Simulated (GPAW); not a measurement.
SiO2 (Stishovite, P4_2/mnm), Si K edge of atom 1, with 4 O at 1.76 Å and 2 O at 1.81 Å (octahedral, site symmetry mmm). Method: GPAW, PBE, full core hole (charged cell), 12-atom cell with 5.0 Å between holes, 6×6×6 k points, dipole transitions, Gaussian full width 0.9 eV up to 4 eV, rising linearly to 3.5 eV at 25 eV.

```xyz
6
Lattice="4.1773 0.0000 0.0000 0.0000 4.1773 0.0000 0.0000 0.0000 2.6652" Properties=species:S:1:pos:R:3 pbc="T T T"
Si    2.0886    2.0886    1.3326
Si    0.0000    0.0000    0.0000
O     3.3665    0.8108    1.3326
O     2.8995    2.8995    0.0000
O     0.8108    3.3665    1.3326
O     1.2778    1.2778    0.0000
```

Energy from the lowest empty level; a common scale on which the isotropic spectrum has a mean of 1 over the first 20 eV.

```tsv
E (eV)	curve 1	curve 2
-2.00	0.00	0.00
-1.25	0.00	0.00
-0.50	0.00	0.00
0.25	0.01	0.02
1.00	0.02	0.09
1.75	0.03	0.16
2.50	0.02	0.08
3.25	0.51	1.41
4.00	2.08	3.80
4.75	2.27	4.43
5.50	2.68	5.29
6.25	3.97	2.85
7.00	3.73	0.69
7.75	2.01	0.50
8.50	1.59	0.59
9.25	1.19	0.70
10.00	0.86	0.77
10.75	0.82	0.62
11.50	0.81	0.48
12.25	0.67	0.38
13.00	0.54	0.32
13.75	0.52	0.32
14.50	0.51	0.32
15.25	0.46	0.31
16.00	0.41	0.30
16.75	0.34	0.31
17.50	0.27	0.35
18.25	0.24	0.40
19.00	0.26	0.46
19.75	0.29	0.49
20.50	0.31	0.50
21.25	0.34	0.49
22.00	0.35	0.47
22.75	0.35	0.45
23.50	0.36	0.44
24.25	0.38	0.44
25.00	0.41	0.44
25.75	0.43	0.45
26.50	0.43	0.45
```

The curves are for the electric vector along different Cartesian axes of the cell as given, averaged over the symmetry-equivalent atoms. Which is which?

Curve 1: along z (c), main maxima 4.4 eV (2.37) and 6.6 eV (4.19). Curve 2: along x (⊥ c) (the other in-plane axis gives the same curve within 3 %), main maxima 5.4 eV (5.31) and 9.8 eV (0.77). A K edge sees empty p states on the absorber. Each direction probes the empty orbitals that point along it. The holes are only 5.0 Å apart, so the shape is probably not converged with cell size; no larger cell was run here. The mesh is coarse (0.26 Å⁻¹ between points), so small maxima may be mesh ripples.

[Banner, clock and machine lines of the logs are left out without a mark of their own.]

[Logs are printed without paths, hosts, clocks, repeated set-up lines and the standing remarks that a program may print on its own settings, such as how far it seeks lower states.]

[Hosts, paths, dates, database ids (printed as entryN), source tags and the programs' standing remarks are cut or masked in the printed files.]

[Lists of maxima count a maximum above −3 eV only where it reaches 4 % of the highest in the window and stands out from its surroundings by 2 % of it (1.5 % where it reaches 55 %); shoulders and weaker maxima are passed over, and of the rest the first, up to two pre-edge ones and the few strongest are named.]
